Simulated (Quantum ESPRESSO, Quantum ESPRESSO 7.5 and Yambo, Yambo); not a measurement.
# Quasiparticle gap of PtS2 (1T monolayer) in Yambo

Aim: the G0W0 gap of PtS2 (1T monolayer) on PBE, step by step.

Calculated with Quantum ESPRESSO 7.5 and Yambo 5.3.0; PBE and many-body steps on it, plane waves.

Report form: the programs' logs are mostly left out.

## (1) The starting structure

The cell holds 3 atoms: 1 Pt and 2 S. Cell: a = 3.574 Å, b = 3.574 Å, c = 15.000 Å, α = 90.0°, β = 90.0°, γ = 120.0°. Vacuum lies along c.

As a file:

```cif
data_structure
_symmetry_space_group_name_H-M 'P 1'
_symmetry_Int_Tables_number 1
_cell_length_a 3.5735
_cell_length_b 3.5735
_cell_length_c 15.0000
_cell_angle_alpha 90.000
_cell_angle_beta 90.000
_cell_angle_gamma 120.000
_cell_volume 165.89
loop_
_atom_site_label
_atom_site_type_symbol
_atom_site_fract_x
_atom_site_fract_y
_atom_site_fract_z
_atom_site_occupancy
Pt1 Pt 0.00000 0.00000 0.50000 1
S2 S 0.33333 0.66667 0.58186 1
S3 S 0.66667 0.33333 0.41814 1
```

The structure was relaxed with PBE. The runs that relaxed it are not among those shown. Spin-orbit coupling is left out unless a step names it.

## (2) Ground state

This step: Quantum ESPRESSO 7.5; DFT, PBE, plane waves, norm-conserving pseudopotentials.

The ground-state density comes first.

File pw.in:

```
&control
  calculation = 'scf'
  prefix = 'x'
  outdir = 'o'
  pseudo_dir = 'pseudo'
/
&system
  ibrav = 0
  nat = 3
  ntyp = 2
  ecutwfc = 76.0
  nbnd = 20
  force_symmorphic = .true.
/
&electrons
  conv_thr = 1e-10
  electron_maxstep = 80
  mixing_beta = 0.5
/
ATOMIC_SPECIES
  Pt 195.08 Pt.upf
  S 32.06 S.upf
CELL_PARAMETERS angstrom
  3.5735367340 0.0000000000 0.0000000000
  -1.7867683670 3.0947735930 0.0000000000
  0.0000000000 0.0000000000 15.0000000000
ATOMIC_POSITIONS crystal
  Pt 0.0000000000 0.0000000000 0.5000000000
  S 0.3333333333 0.6666666667 0.5818567013
  S 0.6666666667 0.3333333333 0.4181432987
K_POINTS automatic
  12 12 1 0 0 0
```

Command:

```bash
$ OMP_NUM_THREADS=1 mpirun -n 4 pw.x -nk 4 -in pw.in > pw.out
```

Run time: 41 s. Hardware: 4 MPI ranks of Arm Neoverse N1, shared host; peak memory 0.55 GiB.

Numbers from this step:

```yaml
total_energy: -4155.3492 eV
gap: 1.767 eV
k_of_the_valence_top: 0.1667, 0.1667, 0
k_of_the_conduction_bottom: 0, 0.25, 0
least_direct_gap: 1.907 eV
```

The gap is indirect, with the least direct gap 0.14 eV higher.

## (3) Bands along the symmetry lines

The cheap functional maps the bands first; the places of the edges decide which points the dearer methods must see.

File pw.in:

```
&control
  calculation = 'bands'
  prefix = 'x'
  outdir = 'o'
  pseudo_dir = 'pseudo'
/
&system
  ibrav = 0
  nat = 3
  ntyp = 2
  ecutwfc = 76.0
  nbnd = 21
  force_symmorphic = .true.
/
&electrons
  conv_thr = 1e-9
  electron_maxstep = 80
  diago_full_acc = .true.
  diago_thr_init = 5e-6
/
ATOMIC_SPECIES
  Pt 195.08 Pt.upf
  S 32.06 S.upf
CELL_PARAMETERS angstrom
  3.5735367340 0.0000000000 0.0000000000
  -1.7867683670 3.0947735930 0.0000000000
  0.0000000000 0.0000000000 15.0000000000
ATOMIC_POSITIONS crystal
  Pt 0.0000000000 0.0000000000 0.5000000000
  S 0.3333333333 0.6666666667 0.5818567013
  S 0.6666666667 0.3333333333 0.4181432987
K_POINTS crystal
  25
  0.00000000 0.00000000 0.00000000 1
  0.06250000 0.00000000 0.00000000 1
  0.12500000 0.00000000 0.00000000 1
  0.18750000 0.00000000 0.00000000 1
  0.25000000 0.00000000 0.00000000 1
  0.31250000 0.00000000 0.00000000 1
  0.37500000 0.00000000 0.00000000 1
  0.43750000 0.00000000 0.00000000 1
  0.50000000 0.00000000 0.00000000 1
  0.47916667 0.04166667 0.00000000 1
  0.45833333 0.08333333 0.00000000 1
  0.43750000 0.12500000 0.00000000 1
  0.41666666 0.16666666 0.00000000 1
  0.39583333 0.20833333 0.00000000 1
  0.37500000 0.25000000 0.00000000 1
  0.35416666 0.29166666 0.00000000 1
  0.33333333 0.33333333 0.00000000 1
  0.29166666 0.29166666 0.00000000 1
  0.25000000 0.25000000 0.00000000 1
  0.20833333 0.20833333 0.00000000 1
  0.16666666 0.16666666 0.00000000 1
  0.12500000 0.12500000 0.00000000 1
  0.08333333 0.08333333 0.00000000 1
  0.04166667 0.04166667 0.00000000 1
  0.00000000 0.00000000 0.00000000 1
```

Wall time 21 s (4 MPI ranks); peak memory 0.42 GiB; 84 s of CPU time.

Numbers from this step:

```yaml
gap: 1.767 eV
k_of_the_valence_top: 0.1667, 0.1667, 0
k_of_the_conduction_bottom: 0.25, 0, 0
least_direct_gap: 1.907 eV
```

The gap is 1.767 eV, as in the run before at this level.

Electronic bands along the path, in eV, zero at the top of the highest filled band:

| point | band 12 | band 13 | band 14 | band 15 | band 16 | band 17 | band 18 | band 19 |
| --- | --- | --- | --- | --- | --- | --- | --- | --- |
| Γ | -0.77 | -0.66 | -0.29 | -0.29 | 3.20 | 3.20 | 5.37 | 5.86 |
| halfway | -2.00 | -0.42 | -0.41 | -0.14 | 1.77 | 2.76 | 6.19 | 6.69 |
| M | -2.10 | -2.02 | -1.67 | -1.37 | 2.79 | 2.98 | 5.52 | 6.76 |
| halfway | -2.23 | -2.19 | -1.09 | -0.75 | 2.30 | 2.60 | 6.21 | 7.82 |
| K | -2.44 | -2.23 | -0.71 | -0.71 | 2.15 | 2.15 | 6.86 | 8.97 |
| halfway | -2.05 | -0.80 | -0.48 | 0.00 | 2.10 | 2.14 | 6.84 | 7.06 |
| Γ | -0.77 | -0.66 | -0.29 | -0.29 | 3.20 | 3.20 | 5.37 | 5.86 |

## (4) Empty states on the mesh, 6×6×1 mesh, 235 bands

The sums over transitions need many empty states on a uniform mesh; this step solves for them.

File pw.in:

```
&control
  calculation = 'nscf'
  prefix = 'x'
  outdir = 'o'
  pseudo_dir = 'pseudo'
/
&system
  ibrav = 0
  nat = 3
  ntyp = 2
  ecutwfc = 76.0
  nbnd = 235
  force_symmorphic = .true.
/
&electrons
  conv_thr = 1e-9
  electron_maxstep = 80
  diago_full_acc = .true.
  diago_thr_init = 5e-6
/
ATOMIC_SPECIES
  Pt 195.08 Pt.upf
  S 32.06 S.upf
CELL_PARAMETERS angstrom
  3.5735367340 0.0000000000 0.0000000000
  -1.7867683670 3.0947735930 0.0000000000
  0.0000000000 0.0000000000 15.0000000000
ATOMIC_POSITIONS crystal
  Pt 0.0000000000 0.0000000000 0.5000000000
  S 0.3333333333 0.6666666667 0.5818567013
  S 0.6666666667 0.3333333333 0.4181432987
K_POINTS automatic
  6 6 1 0 0 0
```

It took 1.9 min on 4 MPI ranks; peak memory 1.3 GiB.

Numbers from this step:

* gap: 2.039 eV
* k of the valence top: 0.1667, 0.1667, 0
* k of the conduction bottom: 0, 0.1667, 0
* least direct gap: 2.065 eV
* k points computed: 7
* lowest point of the top converged band, above the valence top: 69.0548 eV

On this mesh the gap is 2.039 eV. The earlier step found 1.767 eV, so this mesh misses an edge.

## (5) Conversion and set-up

This step: Yambo 5.3.0; conversion and set-up on PBE, plane waves, norm-conserving pseudopotentials.

The states are converted to the many-body program's format and the q mesh is built.

Command:

```bash
$ (cd o/x.save; p2y > p2y.log; mv SAVE ../..); yambo > setup.log
```

It took 3.9 s on 1 MPI rank; peak memory 0.25 GiB.

## (6) Screening and self-energy, 6×6×1 mesh, 235 bands, screening to 163.3 eV

Now the one-shot GW correction: screening in the RPA, then the self-energy of the levels asked for.

This step: G0W0 on PBE, plane waves, norm-conserving pseudopotentials.

File gw3.in:

```
HF_and_locXC
gw0
dyson
ppa
em1d
rim_cut
rim_w
RandQpts= 3000000
RandGvec= 100 RL
CUTGeo= "slab z"
RandGvecW= 9 RL
EXXRLvcs= 76 Ry
VXCRLvcs= 304 Ry
Chimod= "HARTREE"
% BndsRnXp
 1 | 235 |
%
NGsBlkXp= 12 Ry
% LongDrXp
 1 | 1 | 0 |
%
% GbndRnge
 1 | 235 |
%
DysSolver= "n"
ExtendOut
PPAPntXp= 27.21138 eV
% QPkrange
 5 | 5 | 14 | 17 |
 2 | 2 | 14 | 17 |
 1 | 1 | 14 | 17 |
%
```

Command:

```bash
$ OMP_NUM_THREADS=1 mpirun -n 4 yambo -F gw3.in -J gw3 -C gw3 > gw3.log
```

Wall time 31 min (4 MPI ranks); peak memory 3.1 GiB; 2.1 h of CPU time.

This step gave:

* G0W0 gap on the points computed: 3.272 eV
* starting gap on the mesh: 2.039 eV
* k of the valence top: 0, 0.1667, 0
* k of the conduction bottom: 0, 0.1667, 0
* least direct G0W0 gap on the computed points: 3.272 eV
* Z at the valence top: 0.7463
* Z at the conduction bottom: 0.7530

The gap on the mesh goes from 2.04 eV to 3.27 eV, a correction of +1.23 eV. The start differs from the 1.77 eV found before because the two sample other k points.

Limits: finite bands, cutoff and mesh; no spin polarisation; d states lean on the start; no spin-orbit coupling. v1 is the top filled band, c1 the lowest empty one. The levels before and after the correction (eV, zero at the valence-band top of each column):

|  | conduction bottom | valence top |
| --- | --- | --- |
| Kohn-Sham | 2.04 | 0.00 |
| G0W0 | 3.27 | 0.00 |

|  | level | energy (eV) |
| --- | --- | --- |
| Kohn-Sham | (0 0.167 0) v2 | -0.225 |
| Kohn-Sham | (0 0.167 0) v1 | -0.026 |
| Kohn-Sham | (0 0.167 0) c1 | 2.039 |
| Kohn-Sham | (0 0.167 0) c2 | 2.864 |
| G0W0 | (0 0.167 0) v2 | -0.331 |
| G0W0 | (0 0.167 0) v1 | 0.000 |
| G0W0 | (0 0.167 0) c1 | 3.272 |
| G0W0 | (0 0.167 0) c2 | 4.159 |

## (7) Where the time went

Times are wall times on the hardware named with each run, good to a factor of about two.

| step | time | share | memory (GiB) |
| --- | --- | --- | --- |
| ground state | 41 s | 2 % | 0.55 |
| bands along the symmetry lines | 21 s | 1 % | 0.42 |
| empty states on the mesh | 1.9 min | 6 % | 1.3 |
| conversion and set-up | 3.9 s | 0 % | 0.25 |
| screening and self-energy | 31 min | 91 % | 3.1 |

## (8) Outcome

| Item | Value |
| --- | --- |
| PBE gap | 1.77 eV, indirect |
| G0W0 gap on the mesh | 3.27 eV |
| G0W0 gap over the zone (rigid shift) | 3.00 eV |
| GW settings | 6×6×1 mesh, 235 bands, screening to 163.3 eV, Godby-Needs plasmon pole |
| known limits | not at the basis limit; no spin polarisation; d states lean on the start; no spin-orbit coupling |

What this shows: G0W0 moves the gap on the mesh from 2.04 eV to 3.27 eV (+1.23 eV), with Z of 0.75 and 0.75 at the edges. The mesh misses the band edges by 0.27 eV in all; a rigid shift gives 3.00 eV for the zone. Only 3 of the mesh's irreducible points were corrected, so a valley elsewhere could overtake. The dearest step here is «screening and self-energy». Bands and cutoff are finite, so the gap is not at the basis limit. The miss can reach some tenths of an eV and take either sign; the mesh is an error of its own. In the G0W0 run levels were corrected at 3 k points alone, so a gap called «on the mesh» is the least over those, and an edge elsewhere would be missed. A denser mesh or path gives a starting gap of 1.77 eV: the GW mesh misses a band edge, so its gaps are not the fundamental one. The runs have no spin polarisation. For a closed low-spin shell that is the natural state; where a d or f shell is open it is a constraint, and the gap is then not the crystal's own. With d states at the gap, one-shot GW leans hard on its start. The many-body steps are scalar-relativistic: spin-orbit coupling is not in them.

[Paths, hosts, dates, memory and timing lines, banners, echoed tables and standing remarks are left out of the program output.]

[Logs are printed without paths, hosts, clocks, repeated set-up lines and the standing remarks that a program may print on its own settings, such as how far it seeks lower states.]

[Runs of the session that timed out or met a known fault of the program may be left out.]

[Hosts, paths, dates, database ids (printed as entryN), source tags and the programs' standing remarks are cut or masked in the printed files.]
